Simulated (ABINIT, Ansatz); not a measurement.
# SiC (F-43m): G0W0 on several meshes in ABINIT

How does the mesh move the gap of SiC (F-43m)?

Calculated with ABINIT 10.8.3; PBE and many-body steps on it, plane waves.

Report form: the programs' logs are mostly left out.

## (1) The structure

It takes space group F-43m (No. 216, cubic). Conventional cell: a = 4.358 Å, b = 4.358 Å, c = 4.358 Å, α = 90.00°, β = 90.00°, γ = 90.00°. Nearest to Si lie 4 C at 1.89 Å. C has 4 Si at 1.89 Å nearest. Farther neighbours are not listed.

Structure file:

```cif
data_structure
_symmetry_space_group_name_H-M 'F-43m'
_symmetry_Int_Tables_number 216
_cell_length_a 4.3580
_cell_length_b 4.3580
_cell_length_c 4.3580
_cell_angle_alpha 90.000
_cell_angle_beta 90.000
_cell_angle_gamma 90.000
_cell_volume 82.77
loop_
_atom_site_label
_atom_site_type_symbol
_atom_site_symmetry_multiplicity
_atom_site_Wyckoff_symbol
_atom_site_fract_x
_atom_site_fract_y
_atom_site_fract_z
_atom_site_occupancy
Si1 Si 4 a 0.00000 0.00000 0.00000 1
C1 C 4 d 0.25000 0.25000 0.75000 1
```

The cell and positions come from the Crystallography Open Database and are kept as given unless a step says otherwise.

## (2) Empty states on the mesh, 8×8×8 mesh, 387 bands

This step: ABINIT 10.8.3; DFT, PBE, plane waves, norm-conserving pseudopotentials.

The sums over transitions need many empty states on a uniform mesh; this step solves for them.

Input file run.abi:

```
acell 3*1.0 Angstrom
rprim 
  -0.000000000000 2.179000000000 2.179000000000
  2.179000000000 0.000000000000 2.179000000000
  2.179000000000 2.179000000000 -0.000000000000
ntypat 2
znucl 14 6
natom 2
typat 1 2
xred 
  0.000000000000 0.000000000000 0.000000000000
  0.250000000000 0.250000000000 0.250000000000
pp_dirpath "pseudos"
pseudos "Si.upf, C.upf"
ecut 37
ngkpt 8 8 8
nshiftk 1
shiftk 0 0 0
kptopt 1
chksymbreak 0
irdden 1
istwfk *1
nband 387
prtvol 0
optdriver 6
gwr_task "HDIAGO"
paral_kgb 0
occopt 1
indata_prefix "in"
outdata_prefix "out"
tmpdata_prefix "tmp"
```

Launch:

```
$ OMP_NUM_THREADS=1 mpirun -n 8 abinit run.abi > log
```

Run time: 13 s. Hardware: 8 MPI ranks of Intel Xeon at 2.80GHz (Skylake/Cascade Lake), shared host; peak memory 1.4 GiB.

Numbers from this step:

* gap: 1.361 eV
* k of the valence top: 0, 0, 0
* k of the conduction bottom: 0.5, 0.5, 0
* least direct gap: 4.553 eV
* k points computed: 29
* lowest point of the top converged band, above the valence top: 377.4434 eV

On this mesh the gap is 1.361 eV.

The density comes from a self-consistent run that is not shown.

## (3) Screening, 8×8×8 mesh, 157 bands, screening to 283 eV

The RPA dielectric matrix is built and inverted for each q.

This step: RPA screening on PBE, plane waves, norm-conserving pseudopotentials.

run.abi, as its differences from that of step 2:

```diff
@@ -20,10 +20,11 @@
 chksymbreak 0
-irdden 1
 istwfk *1
-nband 387
-prtvol 0
-optdriver 6
-gwr_task "HDIAGO"
-paral_kgb 0
 occopt 1
+irdwfk 1
+optdriver 3
+nband 157
+ecuteps 10.4
+inclvkb 2
+awtr 1
+symchi 1
 indata_prefix "in"
```

The job ended after 2.9 min (8 MPI ranks; peak memory 2.6 GiB).

This step gave:

```
ε∞ with local fields, on this mesh, along the program's q direction : 6.671
the same without local fields                                       : 7.311
plasma frequency                                                    : 23.09 eV
plane waves in the screening matrix                                 : 229
```

Local fields lower ε∞ by 9 %.

## (4) 8×8×8

The self-energy is evaluated for the states that the input lists, and the levels follow from it, in one-shot runs by the linearised quasiparticle equation.

This step: G0W0 on PBE, plane waves, norm-conserving pseudopotentials.

run.abi, as its differences from that of step 3:

```diff
@@ -23,8 +23,17 @@
 irdwfk 1
-optdriver 3
+optdriver 4
 nband 157
+gwcalctyp 0
+ecutsigx 37
+symsigma 1
+nkptgw 2
+kptgw 
+  0.0000000000 0.0000000000 0.0000000000
+  0.5000000000 0.5000000000 0.0000000000
+bdgw 
+  2 8
+  3 6
 ecuteps 10.4
-inclvkb 2
-awtr 1
-symchi 1
+irdscr 1
+ppmodel 1
 indata_prefix "in"
```

Elapsed: 25 s, on 8 MPI ranks; peak memory 2.7 GiB; 3.3 min of CPU time.

This step gave:

| Quantity | Value |
| --- | --- |
| G0W0 gap on the points computed | 2.132 eV |
| starting gap on the mesh | 1.361 eV |
| k of the valence top | 0, 0, 0 |
| k of the conduction bottom | 0.5, 0.5, 0 |
| Z at the valence top | 0.792 |
| Z at the conduction bottom | 0.82 |
| least direct G0W0 gap on the computed points | 5.61 eV |

The gap on the mesh goes from 1.36 eV to 2.13 eV, a correction of +0.77 eV.

## (5) Empty states on the mesh, 6×6×6 mesh, 165 bands

This step: DFT, PBE, plane waves, norm-conserving pseudopotentials.

run.abi, as its differences from that of step 4:

```diff
@@ -15,3 +15,3 @@
 ecut 37
-ngkpt 8 8 8
+ngkpt 6 6 6
 nshiftk 1
@@ -20,20 +20,10 @@
 chksymbreak 0
+irdden 1
 istwfk *1
+nband 165
+prtvol 0
+optdriver 6
+gwr_task "HDIAGO"
+paral_kgb 0
 occopt 1
-irdwfk 1
-optdriver 4
-nband 157
-gwcalctyp 0
-ecutsigx 37
-symsigma 1
-nkptgw 2
-kptgw 
-  0.0000000000 0.0000000000 0.0000000000
-  0.5000000000 0.5000000000 0.0000000000
-bdgw 
-  2 8
-  3 6
-ecuteps 10.4
-irdscr 1
-ppmodel 1
 indata_prefix "in"
```

The job ended after 7.6 s (8 MPI ranks; peak memory 1.5 GiB; 59 s of CPU time).

This step gave:

```yaml
gap: 1.361 eV
k_of_the_valence_top: 0, 0, 0
k_of_the_conduction_bottom: 0.5, 0.5, 0
least_direct_gap: 4.553 eV
k_points_computed: 16
lowest_point_of_the_top_converged_band_above_the_valence_top: 198.3907 eV
```

On this mesh the gap is 1.361 eV.

## (6) Screening, 6×6×6 mesh, 157 bands, screening to 283 eV

This step: RPA screening on PBE, plane waves, norm-conserving pseudopotentials.

run.abi, as its differences from that of step 5:

```diff
@@ -20,10 +20,11 @@
 chksymbreak 0
-irdden 1
 istwfk *1
-nband 165
-prtvol 0
-optdriver 6
-gwr_task "HDIAGO"
-paral_kgb 0
 occopt 1
+irdwfk 1
+optdriver 3
+nband 157
+ecuteps 10.4
+inclvkb 2
+awtr 1
+symchi 1
 indata_prefix "in"
```

Run time: 34 s. Hardware: 8 MPI ranks; peak memory 1.6 GiB.

This step gave:

| Quantity | Value |
| --- | --- |
| ε∞ with local fields, on this mesh, along the program's q direction | 7.083 |
| the same without local fields | 7.744 |
| plasma frequency | 23.09 eV |
| plane waves in the screening matrix | 229 |

## (7) 6×6×6

This step: G0W0 on PBE, plane waves, norm-conserving pseudopotentials.

run.abi, as its differences from that of step 6:

```diff
@@ -23,8 +23,17 @@
 irdwfk 1
-optdriver 3
+optdriver 4
 nband 157
+gwcalctyp 0
+ecutsigx 37
+symsigma 1
+nkptgw 2
+kptgw 
+  0.0000000000 0.0000000000 0.0000000000
+  0.5000000000 0.5000000000 0.0000000000
+bdgw 
+  2 8
+  3 6
 ecuteps 10.4
-inclvkb 2
-awtr 1
-symchi 1
+irdscr 1
+ppmodel 1
 indata_prefix "in"
```

Wall time 14 s (8 MPI ranks); peak memory 1.7 GiB; 1.9 min of CPU time.

Numbers from this step:

| Item | Value |
| --- | --- |
| G0W0 gap on the points computed | 2.127 eV |
| starting gap on the mesh | 1.361 eV |
| k of the valence top | 0, 0, 0 |
| k of the conduction bottom | 0.5, 0.5, 0 |
| Z at the valence top | 0.792 |
| Z at the conduction bottom | 0.82 |
| least direct G0W0 gap on the computed points | 5.608 eV |

Against G0W0 in ABINIT (8×8×8 mesh, 157 bands, screening to 283 eV, Godby-Needs plasmon pole), the gap moves by −0.005 eV.

## (8) Empty states on the mesh, 10×10×10 mesh, 165 bands

This step: DFT, PBE, plane waves, norm-conserving pseudopotentials.

run.abi, as its differences from that of step 7:

```diff
@@ -15,3 +15,3 @@
 ecut 37
-ngkpt 6 6 6
+ngkpt 10 10 10
 nshiftk 1
@@ -20,20 +20,10 @@
 chksymbreak 0
+irdden 1
 istwfk *1
+nband 165
+prtvol 0
+optdriver 6
+gwr_task "HDIAGO"
+paral_kgb 0
 occopt 1
-irdwfk 1
-optdriver 4
-nband 157
-gwcalctyp 0
-ecutsigx 37
-symsigma 1
-nkptgw 2
-kptgw 
-  0.0000000000 0.0000000000 0.0000000000
-  0.5000000000 0.5000000000 0.0000000000
-bdgw 
-  2 8
-  3 6
-ecuteps 10.4
-irdscr 1
-ppmodel 1
 indata_prefix "in"
```

Wall time 19 s (8 MPI ranks); peak memory 1.3 GiB; 2.5 min of CPU time.

Numbers from this step:

```
gap                                                           : 1.361 eV
k of the valence top                                          : 0, 0, 0
k of the conduction bottom                                    : 0.5, 0.5, 0
least direct gap                                              : 4.553 eV
k points computed                                             : 47
lowest point of the top converged band, above the valence top : 198.3907 eV
```

On this mesh the gap is 1.361 eV.

## (9) Screening, 10×10×10 mesh, 157 bands, screening to 283 eV

This step: RPA screening on PBE, plane waves, norm-conserving pseudopotentials.

run.abi, as its differences from that of step 8:

```diff
@@ -20,10 +20,11 @@
 chksymbreak 0
-irdden 1
 istwfk *1
-nband 165
-prtvol 0
-optdriver 6
-gwr_task "HDIAGO"
-paral_kgb 0
 occopt 1
+irdwfk 1
+optdriver 3
+nband 157
+ecuteps 10.4
+inclvkb 2
+awtr 1
+symchi 1
 indata_prefix "in"
```

Elapsed: 9.7 min, on 8 MPI ranks; peak memory 4.1 GiB; 78 min of CPU time.

Numbers from this step:

- ε∞ with local fields, on this mesh, along the program's q direction: 6.566
- the same without local fields: 7.201
- plasma frequency: 23.09 eV
- plane waves in the screening matrix: 229

## (10) 10×10×10

This step: G0W0 on PBE, plane waves, norm-conserving pseudopotentials.

run.abi, as its differences from that of step 9:

```diff
@@ -23,8 +23,17 @@
 irdwfk 1
-optdriver 3
+optdriver 4
 nband 157
+gwcalctyp 0
+ecutsigx 37
+symsigma 1
+nkptgw 2
+kptgw 
+  0.0000000000 0.0000000000 0.0000000000
+  0.5000000000 0.5000000000 0.0000000000
+bdgw 
+  2 8
+  3 6
 ecuteps 10.4
-inclvkb 2
-awtr 1
-symchi 1
+irdscr 1
+ppmodel 1
 indata_prefix "in"
```

It took 39 s on 8 MPI ranks; peak memory 4.2 GiB.

This step gave:

| Quantity | Value |
| --- | --- |
| G0W0 gap on the points computed | 2.131 eV |
| starting gap on the mesh | 1.361 eV |
| k of the valence top | 0, 0, 0 |
| k of the conduction bottom | 0.5, 0.5, 0 |
| least direct G0W0 gap on the computed points | 5.610 eV |

Against G0W0 in ABINIT (8×8×8 mesh, 157 bands, screening to 283 eV, Godby-Needs plasmon pole), the gap moves by −0.001 eV.

## (11) The runs together

Times are wall times on 8 MPI ranks of Intel Xeon at 2.80GHz (Skylake/Cascade Lake), shared host, good to a factor of about two. A run's time includes the screening step that it read.

```csv
run,mesh,bands,screening cutoff (eV),DFT gap (eV),gap on the mesh (eV),direct (eV),ε∞ used,time
8×8×8,8×8×8,157,283,1.361,2.132,5.610,6.67,3.3 min
6×6×6,6×6×6,157,283,1.361,2.127,5.608,7.08,49 s
10×10×10,10×10×10,157,283,1.361,2.131,5.610,6.57,10 min
```

## (12) Outcome

```yaml
8x8x8: 2.132 eV
6x6x6: 2.127 eV
10x10x10: 2.131 eV
known_limits: not at the basis limit
```

6×6×6: −0.005 eV against 8×8×8. 10×10×10: −0.001 eV against 8×8×8. Bands and cutoff are finite, so the gap is not at the basis limit. The miss can reach some tenths of an eV and take either sign; the mesh is an error of its own. In the G0W0 runs levels were corrected at 2 k points alone, so a gap called «on the mesh» is the least over those, and an edge elsewhere would be missed.

[Paths, hosts, dates, memory and timing lines, banners, echoed tables and standing remarks are left out of the program output.]

[Logs are printed without paths, hosts, clocks, repeated set-up lines and the standing remarks that a program may print on its own settings, such as how far it seeks lower states.]

[Runs of the session that timed out or met a known fault of the program may be left out.]

[Hosts, paths, dates, database ids (printed as entryN), source tags and the programs' standing remarks are cut or masked in the printed files.]

[G0W0 gaps are taken among the corrected bands and points alone; a level outside them can change the order at an edge.]

[Where Ansatz stands beside ABINIT at settings called matched, ABINIT's density can come from a denser mesh and the files from another edition; pairs whose starting gaps differed by over 0.03 eV were left out, so agreement reads better than it is.]
